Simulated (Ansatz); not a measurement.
**Quasiparticle gap of Ga2S3 (Imm2)**

How far does one-shot GW move the LDA gap of Ga2S3 (Imm2)?

Program: Ansatz 0.2.0. Level of theory: LDA, then G0W0 on it, plane waves, PAW. Results are calculated unless marked as measured.

This is a report of a sequence of runs, with most program output left out.

In doubt: masses and optical values from hybrid runs of this build are listed as unsure (in some of the runs), which bears on the screening that GW takes from such a start.

## Step 1: Starting point

It takes space group Imm2 (No. 44, orthorhombic). The conventional cell has a = 3.673 Å, b = 11.141 Å, c = 5.346 Å, α = 90.00°, β = 90.00°, γ = 90.00°. Nearest to Ga lie 4 S at 2.20 to 2.32 Å. Nearest to S lie 3 Ga at 2.32 Å. Nearest to S lie 2 Ga at 2.20 Å. Farther neighbours and most contacts between anions are not listed.

Structure file:

```cif
data_structure
_symmetry_space_group_name_H-M 'P 1'
_symmetry_Int_Tables_number 1
_cell_length_a 6.4459
_cell_length_b 6.4459
_cell_length_c 6.4459
_cell_angle_alpha 146.896
_cell_angle_beta 60.413
_cell_angle_gamma 131.000
_cell_volume 109.38
loop_
_atom_site_label
_atom_site_type_symbol
_atom_site_fract_x
_atom_site_fract_y
_atom_site_fract_z
_atom_site_occupancy
Ga1 Ga 0.16642 0.00737 0.15906 1
Ga2 Ga 0.84831 0.00737 0.84094 1
S3 S 0.90748 0.24172 0.66575 1
S4 S 0.57597 0.24172 0.33425 1
S5 S 0.25182 0.25182 0.00000 1
```

The cell and positions are those that the Materials Project relaxed with its own functionals (PBE, PBE+U or r2SCAN), kept fixed.

The logs state that the PAW files were generated under PBE.

## Step 2: The LDA band structure

Levels along a band path and on the mesh show where this functional puts the band edges.

This step: DFT, LDA, plane waves, PAW; PAW set soft_1.

The input, input.yaml:

```yaml
crystal:
  lattice:
    - [-1.83633776, 5.57061928, 2.67305246]
    - [1.83633776, -5.57061928, 2.67305246]
    - [1.83633776, 5.57061928, -2.67305246]
  atoms:
    - { symbol: Ga, position: [0.16642079, 0.00736566, 0.15905513] }
    - { symbol: Ga, position: [0.84831053, 0.00736566, 0.84094487] }
    - { symbol: S, position: [0.90747666, 0.24172383, 0.66575283] }
    - { symbol: S, position: [0.575971, 0.24172383, 0.33424717] }
    - { symbol: S, position: [0.25182003, 0.25182003, 0.0] }
kpoints:
  mp_grid: { grid: [8, 8, 8] }
  band_path:
    path:
      - [[0.0, 0.0, 0.0], [0.5, -0.5, 0.5], [0.27716678, -0.27716678, 0.72283322]]
      - [[-0.27716678, 0.27716678, 0.27716678], [0.0, 0.0, 0.0], [0.30756361, 0.30756361, -0.30756361]]
      - [[0.69243639, -0.30756361, 0.30756361], [0.5, -0.5, 0.5]]
      - [[0.0, 0.0, 0.0], [0.0, 0.5, 0.0], [0.25, 0.25, 0.25], [0.5, 0.0, 0.0], [0.0, 0.0, 0.0], [0.0, 0.0, 0.5], [0.25, 0.25, 0.25]]
    npoints: 10
hamiltonian:
  xc: lda
  pseudopotentials: { kind: paw, azcp: { folder: soft_1 }, xc_functional: pbe }
scf:
  occupations: { method: fermi_dirac, width: 0.02 }
  n_extra_bands: 5
output:
  eigenvalues: true
  write_density: true
  write_potential: true
  elf: true
  volumetric_format: npy
```

Launch:

```
ansatz run input.yaml --threads 2 --pin off --max-ram 73728MiB --backend cuda --events-out ev --progress --plain --runs-dir out --devices 1 --max-vram 13GiB
```

Wall time 12 s (1 × NVIDIA H100 80GB HBM3 (shared by 6 runs) with 2 threads of AMD EPYC 7R13 (Zen 3), shared host); peak memory 0.97 GiB; 5.2 s of CPU time.

Numbers from this step:

| Property | Result |
| --- | --- |
| filled bands | 22 |
| gap | 1.250 eV |
| valence top at | X |
| conduction bottom at | Γ |
| least direct gap | 1.382 eV |

Over mesh and path the gap is 1.250 eV, from k = (0.500, -0.500, 0.500) to k = Γ. The least direct gap found is 1.382 eV, at k = Γ.

The electronic bands at the labelled points (eV, zero at the top of the highest nominally filled band):

| point | band 19 | band 20 | band 21 | band 22 | band 23 | band 24 | band 25 | band 26 |
| --- | --- | --- | --- | --- | --- | --- | --- | --- |
| Γ | -2.22 | -1.09 | -1.01 | -0.13 | 1.25 | 2.43 | 3.97 | 5.01 |
| halfway | -2.08 | -2.08 | -1.37 | -0.07 | 1.81 | 2.26 | 3.42 | 4.86 |
| X | -2.24 | -2.03 | -1.96 | 0.00 | 2.00 | 2.24 | 2.30 | 4.74 |
| halfway | -2.92 | -2.21 | -1.99 | -0.89 | 2.49 | 2.50 | 3.34 | 3.95 |
| F0 | -2.89 | -2.42 | -1.87 | -1.80 | 2.27 | 2.65 | 2.68 | 3.02 |
| jump to Σ0 | -2.89 | -2.42 | -1.87 | -1.80 | 2.27 | 2.65 | 2.68 | 3.02 |
| halfway | -3.07 | -2.02 | -1.51 | -1.24 | 2.68 | 3.75 | 4.01 | 4.05 |
| Γ | -2.22 | -1.09 | -1.01 | -0.13 | 1.25 | 2.43 | 3.97 | 5.01 |
| halfway | -2.42 | -2.27 | -1.58 | -0.27 | 2.30 | 2.39 | 3.67 | 4.82 |
| Λ0 | -2.36 | -1.80 | -1.44 | -0.18 | 1.66 | 2.07 | 2.93 | 5.07 |
| jump to G0 | -2.36 | -1.80 | -1.44 | -0.18 | 1.66 | 2.07 | 2.93 | 5.07 |
| halfway | -2.07 | -1.85 | -1.70 | -0.05 | 1.86 | 2.07 | 2.37 | 4.79 |
| X | -2.24 | -2.03 | -1.96 | 0.00 | 2.00 | 2.24 | 2.30 | 4.74 |
| jump to Γ | -2.22 | -1.09 | -1.01 | -0.13 | 1.25 | 2.43 | 3.97 | 5.01 |
| halfway | -3.03 | -1.89 | -1.41 | -0.90 | 2.30 | 3.05 | 4.06 | 5.05 |
| R | -3.33 | -2.04 | -1.60 | -1.30 | 2.05 | 3.04 | 4.35 | 4.86 |
| halfway | -3.06 | -2.06 | -1.75 | -1.31 | 2.22 | 3.04 | 4.39 | 4.77 |
| W | -2.64 | -2.39 | -1.78 | -1.34 | 2.40 | 3.02 | 4.42 | 4.72 |
| halfway | -2.51 | -2.16 | -1.72 | -0.96 | 2.81 | 3.09 | 4.51 | 4.74 |
| S | -2.57 | -2.07 | -1.61 | -0.25 | 1.77 | 2.50 | 3.72 | 4.54 |
| halfway | -2.31 | -2.27 | -1.35 | -0.22 | 2.09 | 2.39 | 3.84 | 4.65 |
| Γ | -2.22 | -1.09 | -1.01 | -0.13 | 1.25 | 2.43 | 3.97 | 5.01 |
| halfway | -2.97 | -1.88 | -1.59 | -1.18 | 2.68 | 3.65 | 3.98 | 4.20 |
| T | -2.57 | -2.56 | -2.12 | -1.88 | 2.22 | 2.33 | 3.18 | 3.87 |
| halfway | -2.66 | -2.44 | -1.94 | -1.66 | 2.61 | 2.71 | 3.18 | 4.14 |
| W | -2.64 | -2.39 | -1.78 | -1.34 | 2.40 | 3.02 | 4.42 | 4.72 |

Electrostatic potential energy in the bc plane of the conventional cell at fractional x = 0.000, with atoms of Ga and S within 0.2 Å of it. With pseudopotentials it is smooth inside the atoms' cores, unlike the true potential.

Ten even steps from '0' (-36 eV) to '9' (18 eV), each cell a mean:
```
8767998578888888888888766998678
8875665678888888888888875676678
8877667788888888888888877667788
8888778888888888888888888778888
8888888888888888888888888888888
8888888888888888888888888888888
8888888888888888888888888888888
7788888887777888888777788888877
2478888864236788887523578888753
0057888740003788875100268887620
1047777730102788875010067777610
0156666640004788886100266566630
4666997565457888887644666897565
7768999577778888888877767999667
```
Columns run along b (11.1 Å; values clipped at the 3rd and 97th percentile), rows up along c (5.3 Å), edges of the conventional cell, whose origin can differ from the input's. Atoms in or near the plane, at fractional coordinates: Ga at (0.16, 0.01), Ga at (0.84, 0.01), S at (0.67, 0.24), S at (0.33, 0.24), S at (0.00, 0.25).

Valence density in the bc plane of the conventional cell at fractional x = 0.000, with atoms of Ga and S within 0.2 Å of it. It is the smooth field of the valence electrons, not physical close to the nuclei.

Ten steps, logarithmic in the rise over the least value, from '_' (0 e/Å³) to '@' (35 e/Å³), each cell a mean:
```
____..--##%%++..______________________________..--##%%++::____
______..----::__________________________________..::--::..____
________....______________________________________....________
______________________________________________________________
______________________________________________________________
______________________________________________________________
______________________________________________________________
....______________......______________........____________....
::::..__________..::::::..__________..::::::::..________..::::
::::::..______..::::::::::..________::::::::::..________..::::
..::::..____....::::..::::..______..::::..::--::..____..::::::
::::::::::::....::--::--::..________::--::::::::..::::::::::::
::::::--****==::::::::::..__________..::::::::..::++**==::::::
......==@@@@**::........________________........==%%@@##::....
```
Columns run along b (11.1 Å), rows up along c (5.3 Å), edges of the conventional cell, whose origin can differ from the input's. Atoms in or near the plane, at fractional coordinates: Ga at (0.16, 0.01), Ga at (0.84, 0.01), S at (0.67, 0.24), S at (0.33, 0.24), S at (0.00, 0.25).

## Step 3: The quasiparticle correction

G0W0 replaces the xc potential by a self-energy built once from the orbitals of the start. Levels are corrected in the window of bands that the input names, at points of the mesh.

This step: G0W0 on LDA, plane waves, PAW; PAW set soft_1.

input.yaml, the sections that differ from step 2:

```yaml
kpoints:
  mp_grid: { grid: [6, 6, 6] }
scf:
  occupations: { method: fixed }
gw:
  n_empty_bands: 866
  ecut_chi: 230.0
  qp_bands: [v2, c2]
  qp_kpoints: band_edges
  screening: { model: contour_deformation }
# crystal, hamiltonian: as in step 2
# output: removed
```

Elapsed: 12 min, on 1 × NVIDIA H100 80GB HBM3 (shared by 6 runs) with 2 threads; peak memory 7.6 GiB.

Numbers from this step:

* bands summed: 888
* RPA ε∞ on this mesh (eigenvalues): 5.777, 6.063, 6.362
* plane waves in the screening matrix: 855
* q-points in the mesh: 216
* G0W0 gap over the corrected points: 2.640 eV
* k of the valence top: -0.5, -0.5, -0.5
* k of the conduction bottom: 0, 0, 0
* starting gap on the mesh: 1.250 eV
* Z at the valence top: 0.7430
* Z at the conduction bottom: 0.7860
* least direct G0W0 gap over the corrected points: 2.757 eV

Over 21 of 46 irreducible mesh points the G0W0 gap is 2.640 eV, from k = (-0.500, -0.500, -0.500) to k = Γ. The LDA gap of this run on the mesh is 1.250 eV. The two states that bound the G0W0 gap lie that far apart at the start, so the correction of the gap is 2.640 − 1.250 = +1.390 eV. The start of this run differs from the step before in mesh (8×8×8 and 6×6×6).

Labels follow the order of the start: v1 is the top filled band, c1 the lowest empty one; levels that stay degenerate share a row, the window can cut a multiplet, doubted levels are not marked in this list, bands outside the window were not corrected, and the list may be a part of the corrected levels. The levels before and after the correction (eV, zero at the valence-band top of each column):

|  | conduction bottom | valence top |
| --- | --- | --- |
| Kohn-Sham | 1.25 | 0.00 |
| G0W0 | 2.64 | 0.00 |

|  | level | occupation | energy (eV) |
| --- | --- | --- | --- |
| Kohn-Sham | Γ v2 | 2 | -1.012 |
| Kohn-Sham | Γ v1 | 2 | -0.131 |
| Kohn-Sham | Γ c1 | 0 | 1.250 |
| Kohn-Sham | Γ c2 | 0 | 2.430 |
| Kohn-Sham | (-0.5 -0.5 -0.5) v2 | 2 | -1.960 |
| Kohn-Sham | (-0.5 -0.5 -0.5) v1 | 2 | 0.000 |
| Kohn-Sham | (-0.5 -0.5 -0.5) c1 | 0 | 2.000 |
| Kohn-Sham | (-0.5 -0.5 -0.5) c2 | 0 | 2.240 |
| G0W0 | Γ v2 | 2 | -0.938 |
| G0W0 | Γ v1 | 2 | -0.117 |
| G0W0 | Γ c1 | 0 | 2.640 |
| G0W0 | Γ c2 | 0 | 3.869 |
| G0W0 | (-0.5 -0.5 -0.5) v2 | 2 | -1.860 |
| G0W0 | (-0.5 -0.5 -0.5) v1 | 2 | 0.000 |
| G0W0 | (-0.5 -0.5 -0.5) c1 | 0 | 3.358 |
| G0W0 | (-0.5 -0.5 -0.5) c2 | 0 | 3.721 |

The parts of the quasiparticle energy for the two states that bound the G0W0 gap, in eV on the run's own scale (QP = start + Σx + Σc − Vxc, with Σc at the quasiparticle energy):

| edge | k | band | start | Σx | Σc | Vxc | Z | QP |
| --- | --- | --- | --- | --- | --- | --- | --- | --- |
| valence top | (-0.500, -0.500, -0.500) | 22 | 5.507 | −18.766 | 2.033 | −15.849 | 0.743 | 4.623 |
| conduction bottom | Γ | 23 | 6.757 | −10.343 | −3.958 | −14.807 | 0.786 | 7.263 |

## Step 4: Spin-orbit coupling in LDA

This run has two-component orbitals with spin-orbit coupling.

This step: DFT, LDA with spin-orbit coupling, plane waves, PAW; PAW set soft_1.

The input, input.yaml:

```yaml
crystal:
  lattice:
    - [-1.83633776, 5.57061928, 2.67305246]
    - [1.83633776, -5.57061928, 2.67305246]
    - [1.83633776, 5.57061928, -2.67305246]
  atoms:
    - { symbol: Ga, position: [0.16642079, 0.00736566, 0.15905513] }
    - { symbol: Ga, position: [0.84831053, 0.00736566, 0.84094487] }
    - { symbol: S, position: [0.90747666, 0.24172383, 0.66575283] }
    - { symbol: S, position: [0.575971, 0.24172383, 0.33424717] }
    - { symbol: S, position: [0.25182003, 0.25182003, 0.0] }
kpoints:
  mp_grid: { grid: [8, 8, 8] }
  band_path:
    path:
      - [0.0, 0.0, 0.0]
      - [0.5, -0.5, 0.5]
      - [0.27716678, -0.27716678, 0.72283322]
      - [-0.27716678, 0.27716678, 0.27716678]
      - [0.30756361, 0.30756361, -0.30756361]
      - [0.69243639, -0.30756361, 0.30756361]
      - [0.0, 0.5, 0.0]
      - [0.25, 0.25, 0.25]
    npoints: 1
hamiltonian:
  xc: lda
  pseudopotentials: { kind: paw_fr, azcp: { folder: soft_1 }, xc_functional: pbe }
scf:
  occupations: { method: fermi_dirac, width: 0.02 }
  n_extra_bands: 10
magnetization:
  noncollinear: true
  spin_orbit: true
output:
  eigenvalues: true
```

Elapsed: 24 s, on 1 × NVIDIA H100 80GB HBM3 (shared by 6 runs) with 2 threads; peak memory 1 GiB; 41 s of CPU time.

This step gave:

| Quantity | Value |
| --- | --- |
| gap | 1.251 eV |
| valence top at | X |
| conduction bottom at | Γ |
| least direct gap | 1.381 eV |

Over mesh and listed points the gap is 1.251 eV, from k = (0.500, -0.500, 0.500) to k = Γ. The least direct gap found is 1.381 eV, at k = Γ. LDA+SOC against LDA: 1.251 − 1.250 = +0.001 eV, with the same mesh, set of files (read in its fully relativistic form for the spin-orbit run) and cutoff, and both edges at the same k points. The spin-orbit run sees mesh and listed points alone, so its gap is an upper bound: the coupling can move an edge off these points, the more so as this crystal has no centre of inversion, and the change over the zone, its sign included where it is small, is not known.

## Step 5: The runs together

Each gap is the least one over the points named; times are wall times on shared hosts, not benchmarks. A G0W0 time includes the run's own self-consistent start. Runs with listed points see these and the mesh alone, so an edge that moves elsewhere is missed. Rows marked * are further runs, not shown as steps, whose inputs differ from the G0W0 step on the same start in the columns given; solver thresholds can differ too. Symmetry makes (0.500, -0.500, 0.500) and (-0.500, -0.500, -0.500) one point.

| level | mesh | files, cutoff | bands summed, screening | points | gap (eV) | valence top | conduction bottom | least direct gap (eV) | time |
| --- | --- | --- | --- | --- | --- | --- | --- | --- | --- |
| LDA | 8×8×8 | soft_1 PAW, 420 eV | - | mesh and path | 1.250 | (0.500, -0.500, 0.500) | Γ | 1.382 | 12 s |
| LDA+SOC | 8×8×8 | soft_1 PAW, 420 eV | - | mesh and listed points | 1.251 | (0.500, -0.500, 0.500) | Γ | 1.381 | 24 s |
| G0W0@LDA* | 6×6×6 | soft_1 PAW, 420 eV | 164, 69 eV | 21 of 46 irreducible mesh points | 2.632 | (-0.500, -0.500, -0.500) | Γ | 2.760 | 94 s |
| G0W0@LDA* | 6×6×6 | soft_1 PAW, 420 eV | 424, 138 eV | 21 of 46 irreducible mesh points | 2.650 | (-0.500, -0.500, -0.500) | Γ | 2.770 | 3.3 min |
| G0W0@LDA | 6×6×6 | soft_1 PAW, 420 eV | 888, 230 eV | 21 of 46 irreducible mesh points | 2.640 | (-0.500, -0.500, -0.500) | Γ | 2.757 | 12 min |
| G0W0@LDA* | 4×4×4 | soft_1 PAW, 420 eV | 424, 138 eV | 10 of 18 irreducible mesh points | 2.640 | (-0.500, -0.500, -0.500) | Γ | 2.762 | 35 s |

## Step 6: What came out

- LDA gap over mesh and path: 1.250 eV, from k = (0.500, -0.500, 0.500) to k = Γ
- G0W0@LDA gap over 21 of 46 irreducible mesh points: 2.640 eV, from k = (-0.500, -0.500, -0.500) to k = Γ
- LDA+SOC gap over mesh and listed points: 1.251 eV
- GW settings: 6×6×6 mesh, 866 empty bands, screening to 230 eV, PAW set soft_1 files
- known limits: finite bands, screening cutoff and k mesh; no spin-orbit coupling in G0W0; d shells not analysed

Over 21 of 46 irreducible mesh points the G0W0 gap is 2.640 eV, from k = (-0.500, -0.500, -0.500) to k = Γ. The LDA gap of this run on the mesh is 1.250 eV. The two states that bound the G0W0 gap lie that far apart at the start, so the correction of the gap is 2.640 − 1.250 = +1.390 eV. The valence state moves by 4.623 − 5.507 = −0.884 eV and the conduction state by 7.263 − 6.757 = +0.506 eV, on the run's own scale; with 164 bands the edge states move by −0.407 and +0.975 eV, so the split between the edges depends on the bands and cutoff. Both edges that LDA shows over mesh and path lie at k points where levels were corrected. Levels at other points were not corrected, so a lower G0W0 gap elsewhere in the zone is not ruled out. From 164 bands and 69 eV to 888 bands and 230 eV the gap moves by 2.640 − 2.632 = +0.008 eV (rung by rung 2.632, 2.650, 2.640 eV); bands and screening cutoff rise together, so their parts are not told apart. The gap turns back along the series (2.632, 2.650, 2.640 eV), so no line is drawn and the limit is not known. With the 4×4×4 mesh in place of the 6×6×6 mesh and all else as in the G0W0@LDA row with 424 bands, the gap differs by 2.640 − 2.650 = −0.010 eV, and that of the start by 1.249 − 1.250 = −0.001 eV. G0W0 on other starts in this series, not shown as steps and not all at these settings: 3.266 eV on HSE06 (6×6×6, soft_1 PAW, 424 bands, 138 eV). LDA+SOC against LDA: 1.251 − 1.250 = +0.001 eV, with the same mesh, set of files (read in its fully relativistic form for the spin-orbit run) and cutoff, and both edges at the same k points. The spin-orbit run sees mesh and listed points alone, so its gap is an upper bound: the coupling can move an edge off these points, the more so as this crystal has no centre of inversion, and the change over the zone, its sign included where it is small, is not known. What spin-orbit coupling does to the G0W0 levels was not computed, so no sum with the G0W0 gap is formed. The G0W0 runs are scalar-relativistic. One-shot GW is known to converge slowly in bands for compounds with shallow d shells. The cell holds Ga; the filling of the d shell and its place against the gap were not analysed here. G0W0 is shown with one set of atomic data (soft_1 PAW), so the error from the files is not known here. Failed or unusable runs on LDA in this series, left out of the table: G0W0@LDA (6×6×6 mesh, soft_1 PAW files, 420 eV, 402 empty bands) reached its time limit after 56 s.

[Paths, hosts, dates, memory and timing lines, banners, echoed tables and standing remarks are left out of the program output.]

[Logs are printed without paths, hosts, clocks, repeated set-up lines and the standing remarks that a program may print on its own settings, such as how far it seeks lower states.]

[Runs of the session that timed out or met a known fault of the program may be left out.]

[Cells called generated may have been cut or substituted from an entry of the Crystallography Open Database or the Materials Project.]

[Hosts, paths, dates, database ids (printed as entryN), source tags and the programs' standing remarks are cut or masked in the printed files.]

[Where an RPA ε∞ is given, it is that of the G0W0 mesh and is not shown converged in it. Names of k-points follow the symmetry that the program found, which can be lower than the space group named. Band edges on a path are those of the sampled points; other points can move an edge, and change direct to indirect where valleys lie close.]

[Hybrid gaps are those of their k-mesh and are not shown converged in it.]
